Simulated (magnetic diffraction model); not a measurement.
## SrVS₃ below its ordering temperature

Space group Pm-3m (no. 221), a = 4.5930 Å.

| site | atom | x | y | z |
| --- | --- | --- | --- | --- |
| 1b | Sr | 1/2 | 1/2 | 1/2 |
| 1a | V | 0 | 0 | 0 |
| 3d | S | 0 | 0 | 1/2 |

This is a made-up structure (elements placed in a structure type, unrelaxed), so the numbers test the method and describe no known phase.

Only V is taken to order (form factors of V4+); orders and moment sizes are assumed, and not adapted to the symmetry. Radiation: neutrons of λ = 2.567 Å, 5° to 100°; isotropic B of 0.1 Å² (Sr), 0.13 Å² (V) and 0.15 Å² (S). The intensities are simulated: I ∝ L Σ (|F_N|² + |F_M⊥|²) for unpolarised neutrons, with F_M = 2.695 fm/μB × Σ f(s) S exp(2πi Q·r) exp(−B s²) at Q = H ± k (one set where k and −k are equivalent), only the part normal to Q counting and L = 1/(sin²θ cos θ). For collinear order S is the moment m, which repeats by lattice and centring translations R with the sign exp(−2πi k·R). Form factors are spin-only for 3d ions and dipole or tabulated for f ions, scattering lengths are Sears's of 1992, and absorption is left out. A label names one of the reflections at its angle. The strongest nuclear line in the range is 100, and lines under 0.2 are left out.

Above the ordering temperature:

| 2θ (°) | index | I |
| --- | --- | --- |
| 32.45 | (1 0 0) | 16.9 |
| 46.56 | (1 1 0) | 12.2 |
| 57.90 | (1 1 1) | 100.0 |
| 67.96 | (2 0 0) | 53.6 |
| 77.34 | (2 1 0) | 16.5 |
| 86.39 | (2 1 1) | 10.2 |

Below it (cell unchanged):

```
2θ (°)      I
 22.79    3.6
 32.45   16.9
 40.03    2.0
 46.56   12.2
 52.44    1.0
 57.90  100.0
 63.04    1.2
 67.96   53.6
 72.71    0.6
 77.34   16.5
 81.89    0.3
 86.39   10.2
 90.87    0.6
 99.87    0.3
```

**Question.** Check that the new lines index with k = (1/2 1/2 0), then choose among these models:
A. collinear moments along [001], 0.89 μB on V
B. collinear moments along [111], 0.89 μB on V
C. collinear moments along [010], 0.89 μB on V

The new lines index as (1/2 1/2 0) at 22.79°, (1/2 1/2 1) at 40.03°, (3/2 1/2 0) at 52.44° and (3/2 1/2 1) at 63.04°, that is as H ± k with k = (1/2 1/2 0), one of 3 inequivalent arms of its star (k and −k counted as one), which a powder can't tell apart. Half indices mean that the moments reverse under translations with k·R a half-integer, and the magnetic cell has twice the primitive volume.

Magnetic intensity, observed (below minus above) and for each model:

| 2θ (°) | index | observed | A | B | C |
| --- | --- | --- | --- | --- | --- |
| 22.79 | (1/2 1/2 0) | 3.6 | 5.4 | 3.6 | 2.7 |
| 40.03 | (1/2 1/2 1) | 2.0 | 1.0 | 2.0 | 2.5 |
| 52.44 | (3/2 1/2 0) | 1.0 | 1.5 | 1.0 | 0.7 |
| 63.04 | (3/2 1/2 1) | 1.2 | 1.2 | 1.2 | 1.1 |
| 72.71 | (3/2 3/2 0) | 0.6 | 0.3 | 0.6 | 0.7 |
| 90.87 | (5/2 1/2 0) | 0.6 | 0.5 | 0.6 | 0.6 |

Model B matches.

The structure used: k = (1/2 1/2 0), collinear moments along [111], 0.89 μB on V.

[Logs are printed without paths, hosts, clocks, repeated set-up lines and the standing remarks that a program may print on its own settings, such as how far it seeks lower states.]
